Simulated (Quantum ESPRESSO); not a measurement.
# CO2 (Cmce): Raman and infrared activity, part 3 of 3

Wanted: vibrational spectra of CO2 (Cmce) from linear and non-linear response.

Quantum ESPRESSO 8.0 development, patched; DFT LDA, scalar-relativistic, plane waves, PseudoDojo norm-conserving pseudopotentials.

So far. Step 5 (Zone-centre response): The acoustic modes at Γ come out as far as 4.5 cm⁻¹ from zero, where they should vanish, a small numerical error; the Born charges miss their sum rule by 1.4e-4 e, which is good. Step 6 (Zone-centre analysis): The rule moves no optical mode by more than 0.1 cm⁻¹. The relaxed cell has a, b, c = 5.132, 4.639, 6.192 Å (conventional setting).

**8. Sum rules set otherwise (asr no)**

Without the rule the raw error of the acoustic modes shows.

Input file dynmat.in:

```
 &input
    fildyn='g.dyn',
    asr='no',
    fileig='dynmat.eig',
    lperm=.true.,
 /
```

Command:

```bash
> dynmat.x -in dynmat.in > dynmat.out
```

The log of the run:

```text
[banner, memory and clock lines left out]
Program DYNMAT v.8.0dev

     Reading Dynamical Matrix from file g.dyn
     ...Force constants read
     ...epsilon and Z* read
     ...Raman cross sections read
     A direction for q was not specified:TO-LO splitting will be absent

     Polarizability (A^3 units)
     multiply by 0.713601 for Clausius-Mossotti correction (not under assume_isolated = 'mt')
         5.206273    0.000000    0.000000
        -0.000000    8.785051    0.000000
         0.000000    0.000000    7.194395

     IR activities are in (D/A)^2/amu units
     Raman activities are in A^4/amu units
     multiply Raman by 0.259312 for Clausius-Mossotti correction (not under assume_isolated = 'mt')

# mode   [cm-1]    [THz]      IR          Raman   depol.fact
    1     -4.51   -0.1351    0.0000         0.0000    0.7467
    2     -4.03   -0.1207    0.0000         0.0000    0.7493
    3     -3.81   -0.1142    0.0000         0.0000    0.7500
    4     66.51    1.9940    0.0000         0.0000    0.7491
    5    115.83    3.4726    0.0308         0.0000    0.7454
    6    131.03    3.9283    0.0396         0.0000    0.7498
    7    136.64    4.0963    0.0000        10.1713    0.7495
    8    155.65    4.6663    0.0000         4.9703    0.7500
    9    163.00    4.8866    0.0000         0.4814    0.7500
   10    174.13    5.2204    0.0000         3.4795    0.7500
   11    620.26   18.5948    2.8870         0.0000    0.7023
   12    622.78   18.6703    2.4902         0.0000    0.1690
   13    625.13   18.7411    2.1512         0.0000    0.2011
   14    628.04   18.8280    0.0000         0.0000    0.7488
   15   1351.97   40.5311    0.0000        15.1729    0.7500
   16   1352.22   40.5384    0.0000       134.0728    0.0314
   17   2359.77   70.7440   17.9485         0.0000    0.3079
   18   2394.84   71.7956   28.6985         0.0000    0.1915

Electronic dielectric permittivity tensor (relative, adimensional)
         1.887649    0.000000    0.000000
        -0.000000    2.497817    0.000000
         0.000000    0.000000    2.226616

 ... with zone-center polar mode contributions
         2.104804    0.000000    0.000000
         0.000000    2.895080    0.000000
         0.000000    0.000000    2.545703

[cm-1]
[end of the log left out, with the tail of the file of modes that dynmat.x writes under the same name]
```

It took 0.46 s on 1 thread of Arm Neoverse V2, shared host.

Zone-centre frequencies as printed; negative means imaginary. Modes:

```csv
mode,frequency (cm⁻¹)
1,-4.51
2,-4.03
3,-3.81
4,66.51
5,115.8
6,131
7,136.6
8,155.7
9,163
10,174.1
11,620.3
12,622.8
13,625.1
14,628
15,1352
16,1352
17,2360
18,2395
```

Against the first rule no mode moves by more than 4.6 cm⁻¹.

**9. Modes along a direction of q (1 0 0)**

A longitudinal polar mode sets up a macroscopic field that stiffens it; the term hangs on the direction from which q goes to zero.

Input file dynmat.in:

```
 &input
    fildyn='g.dyn',
    asr='crystal',
    fileig='dynmat.eig',
    q(1)=1.0,
    q(2)=0.0,
    q(3)=0.0,
 /
```

Command:

```bash
> dynmat.x -in dynmat.in > dynmat.out
```

The log of the run:

```text
[banner, memory and clock lines left out]
Program DYNMAT v.8.0dev

     Reading Dynamical Matrix from file g.dyn
     ...Force constants read
     ...epsilon and Z* read
     ...Raman cross sections read
     Acoustic Sum Rule: || Z*(ASR) - Z*(orig)|| =    9.554322E-05
     Acoustic Sum Rule: ||dyn(ASR) - dyn(orig)||=    4.908839E-05

     Polarizability (A^3 units)
     multiply by 0.713601 for Clausius-Mossotti correction (not under assume_isolated = 'mt')
         5.206273    0.000000    0.000000
        -0.000000    8.785051    0.000000
         0.000000    0.000000    7.194395

     IR activities are in (D/A)^2/amu units
     Raman activities are in A^4/amu units
     multiply Raman by 0.259312 for Clausius-Mossotti correction (not under assume_isolated = 'mt')

# mode   [cm-1]    [THz]      IR          Raman   depol.fact
    1     -0.00   -0.0000    0.0000         0.0000    0.6851
    2     -0.00   -0.0000    0.0000         0.0000    0.7469
    3      0.00    0.0000    0.0000         0.0000    0.7454
    4     66.51    1.9940    0.0000         0.0000    0.7432
    5    115.83    3.4726    0.0308         0.0000    0.7500
    6    131.03    3.9283    0.0396         0.0000    0.7405
    7    136.64    4.0963    0.0000        10.1713    0.7495
    8    155.65    4.6663    0.0000         4.9703    0.7500
    9    163.00    4.8866    0.0000         0.4814    0.7500
   10    174.13    5.2204    0.0000         3.4795    0.7500
   11    622.77   18.6703    2.4902         0.0000    0.3578
   12    625.13   18.7410    2.1512         0.0000    0.7439
   13    628.04   18.8280    0.0000         0.0000    0.7024
   14    654.96   19.6352    2.8871         0.0000    0.3822
   15   1351.97   40.5311    0.0000        15.1729    0.7500
   16   1352.22   40.5384    0.0000       134.0728    0.0314
   17   2359.77   70.7440   17.9485         0.0000    0.0579
   18   2394.84   71.7956   28.6985         0.0000    0.1631

[end of the log left out, with the tail of the file of modes that dynmat.x writes under the same name]
```

Wall time 0.46 s (1 thread).

Read from the output:

```yaml
highest_mode_moved_by_the_lo_to_term: 655.0 cm⁻¹
```

Zone-centre frequencies as printed; negative means imaginary. Modes:

```csv
mode,frequency (cm⁻¹)
1,0
2,0
3,0
4,66.51
5,115.8
6,131
7,136.6
8,155.7
9,163
10,174.1
11,622.8
12,625.1
13,628
14,655
15,1352
16,1352
17,2360
18,2395
```

The field moves one mode, from 620 to 655 cm⁻¹; the others stay.

**10. Modes along a direction of q (0 0 1)**

Input file dynmat.in:

```
 &input
    fildyn='g.dyn',
    asr='crystal',
    fileig='dynmat.eig',
    q(1)=0.0,
    q(2)=0.0,
    q(3)=1.0,
 /
```

Command:

```bash
> dynmat.x -in dynmat.in > dynmat.out
```

The log of the run:

```text
[banner, memory and clock lines left out]
Program DYNMAT v.8.0dev

     Reading Dynamical Matrix from file g.dyn
     ...Force constants read
     ...epsilon and Z* read
     ...Raman cross sections read
     Acoustic Sum Rule: || Z*(ASR) - Z*(orig)|| =    9.554322E-05
     Acoustic Sum Rule: ||dyn(ASR) - dyn(orig)||=    4.908839E-05

     Polarizability (A^3 units)
     multiply by 0.713601 for Clausius-Mossotti correction (not under assume_isolated = 'mt')
         5.206273    0.000000    0.000000
        -0.000000    8.785051    0.000000
         0.000000    0.000000    7.194395

     IR activities are in (D/A)^2/amu units
     Raman activities are in A^4/amu units
     multiply Raman by 0.259312 for Clausius-Mossotti correction (not under assume_isolated = 'mt')

# mode   [cm-1]    [THz]      IR          Raman   depol.fact
    1     -0.00   -0.0000    0.0000         0.0000    0.7499
    2     -0.00   -0.0000    0.0000         0.0000    0.7234
    3      0.00    0.0000    0.0000         0.0000    0.7495
    4     66.51    1.9940    0.0000         0.0000    0.7484
    5    117.37    3.5188    0.0248         0.0000    0.7498
    6    131.03    3.9283    0.0396         0.0000    0.7493
    7    136.64    4.0963    0.0000        10.1713    0.7495
    8    155.65    4.6663    0.0000         4.9703    0.7500
    9    163.00    4.8866    0.0000         0.4814    0.7500
   10    174.13    5.2204    0.0000         3.4795    0.7500
   11    620.25   18.5947    2.8871         0.0000    0.7356
   12    622.77   18.6703    2.4902         0.0000    0.3576
   13    628.04   18.8280    0.0000         0.0000    0.2825
   14    646.19   19.3723    1.9720         0.0000    0.4070
   15   1351.97   40.5311    0.0000        15.1729    0.7500
   16   1352.22   40.5384    0.0000       134.0728    0.0314
   17   2394.84   71.7956   28.6985         0.0000    0.1182
   18   2408.94   72.2181   18.1338         0.0000    0.2021

[end of the log left out, with the tail of the file of modes that dynmat.x writes under the same name]
```

Elapsed: 0.47 s, on 1 thread.

This step gave:

```
highest mode moved by the LO-TO term : 2409 cm⁻¹
```

Zone-centre frequencies as printed; negative means imaginary. Modes:

```csv
mode,frequency (cm⁻¹)
1,0
2,0
3,0
4,66.51
5,117.4
6,131
7,136.6
8,155.7
9,163
10,174.1
11,620.2
12,622.8
13,628
14,646.2
15,1352
16,1352
17,2395
18,2409
```

The field moves 3 modes; the highest of them now lies at 2409 cm⁻¹, where the highest that moved away lay at 2360.

**11. Modes along a direction of q (1 1 1)**

Input file dynmat.in:

```
 &input
    fildyn='g.dyn',
    asr='crystal',
    fileig='dynmat.eig',
    q(1)=1.0,
    q(2)=1.0,
    q(3)=1.0,
 /
```

Command:

```bash
> dynmat.x -in dynmat.in > dynmat.out
```

The log of the run:

```text
[banners, grids, parts of the stress and lines that vanish by symmetry left out]
[banner, memory and clock lines left out]
Program DYNMAT v.8.0dev

     Reading Dynamical Matrix from file g.dyn
     ...Force constants read
     ...epsilon and Z* read
     ...Raman cross sections read
     Acoustic Sum Rule: || Z*(ASR) - Z*(orig)|| =    9.554322E-05
     Acoustic Sum Rule: ||dyn(ASR) - dyn(orig)||=    4.908839E-05

     Polarizability (A^3 units)
     multiply by 0.713601 for Clausius-Mossotti correction (not under assume_isolated = 'mt')
         5.206273    0.000000    0.000000
        -0.000000    8.785051    0.000000
         0.000000    0.000000    7.194395

     IR activities are in (D/A)^2/amu units
     Raman activities are in A^4/amu units
     multiply Raman by 0.259312 for Clausius-Mossotti correction (not under assume_isolated = 'mt')

# mode   [cm-1]    [THz]      IR          Raman   depol.fact
    1     -0.00   -0.0000    0.0000         0.0000    0.7490
    2      0.00    0.0000    0.0000         0.0000    0.7498
[...]
17   2368.15   70.9954   19.4065         0.0000    0.2198
   18   2429.20   72.8257   27.4146         0.0000    0.4431

[end of the log left out, with the tail of the file of modes that dynmat.x writes under the same name]
```

Wall time 0.47 s (1 thread).

Read from the output:

```
highest mode moved by the LO-TO term : 2429 cm⁻¹
```

Zone-centre frequencies as printed; negative means imaginary. Modes:

```csv
mode,frequency (cm⁻¹)
1,0
2,0
3,0
4,66.51
5,116.3
6,131.6
7,136.6
8,155.7
9,163
10,174.1
11,621.4
12,624.2
13,628
14,647.6
15,1352
16,1352
17,2368
18,2429
```

The field moves 7 modes; the highest of them now lies at 2429 cm⁻¹, where the highest that moved away lay at 2395.

**12. Results**

```yaml
space_group_after_relaxation: Cmce
volume_per_atom: 12.3 Å³
gap_on_the_k_mesh: 6.52 eV
highest_optical_zone_centre_mode_no_lo_to_term: 2395 cm⁻¹
lowest_optical_zone_centre_mode: 66.5 cm⁻¹
highest_mode_moved_by_the_lo_to_term: 2429 cm⁻¹
mean_high_frequency_dielectric_constant: 2.20
largest_born_charge_in_size_third_of_the_trace: 1.54 e
mean_static_dielectric_constant: 2.52
imaginary_optical_modes_at_the_zone_centre_no_q_mesh_in_this_session: none
```

The largest Raman activity of CO2 (Cmce) lies at 1352 cm⁻¹ and the strongest infrared line at 2395 cm⁻¹ (transverse modes). At the LDA level the optical modes of CO2 (Cmce) at the zone centre (no LO-TO term) run from 67 to 2395 cm⁻¹. Along the directions run, the highest mode that the macroscopic field moves lies at 2429 cm⁻¹. Lattice motion raises the mean dielectric constant from 2.204 to 2.515. Of the 15 optical modes, 2 are silent, 7 are infrared active alone and 6 are Raman active alone; inversion symmetry keeps the two sets apart. These are harmonic frequencies at zero temperature: anharmonic shifts and linewidths and thermal expansion are left out. The build is a development version in which the Raman tensors of release 7.5 are mended; dynmat.x leaves out the electro-optic term of LO lines. The structure comes from a database and need not be the phase that is stable at ambient conditions.

[Host names and launcher messages were left out of these logs when they were recorded.]

[Logs are printed without paths, hosts, clocks, repeated set-up lines and the standing remarks that a program may print on its own settings, such as how far it seeks lower states.]

[Hosts, paths, dates, database ids (printed as entryN), source tags and the programs' standing remarks are cut or masked in the printed files.]
